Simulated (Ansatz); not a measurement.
# Does disorder add resistance in series? Al(111) layers displaced at 900 K

Two lengths of the disordered region are known. What area resistance does the third give?

**Method.** Ansatz 0.2.0, plane waves with PAW datasets at their recommended cutoffs (420 eV for most), Fermi-Dirac smearing; ballistic transmission by layer matching. The area resistance is RA = A (h/2e²)(1/T − 1/N), with T the zone-mean transmission per spin and N the lead's channels, both averaged over a few energies near the Fermi level; for magnets each spin is taken apart, with h/e², and the two conduct in parallel. Lateral cell 2x2, PBE, a fresh random draw for each length. Atoms are displaced independently, by 0.163 Å r.m.s. per direction; each RA is scaled by the nominal over the drawn mean square displacement.

The runs, with one result withheld:

| length (Å) | channels N | RA (fΩ m²) |
| --- | --- | --- |
| 9.35 | 5.430 | 0.142 |
| 18.7 | 5.470 | 0.264 |
| 28.0 | 5.463 | ? |

**Fit on the rows shown.**

Ohm's law makes RA linear in the length: the slope is (0.264 − 0.142)/(18.7 − 9.35) = 0.0132 fΩ m² per Å, or 13 µΩ cm. Then 0.264 + 0.0132 × 9.35. Predicted: 0.387 fΩ m².

What the run gave:

0.348 fΩ m², so the prediction is 11 % too high. The three lengths together give 11 µΩ cm. The two increments are 0.12 and 0.083 fΩ m²; with one draw for each length, their difference can't be told from scatter.

Caveats: The scatterers repeat sideways with the small cell. The slope is a raw one; a model of isotropic scattering puts it 1.07 times the bulk value over these lengths.
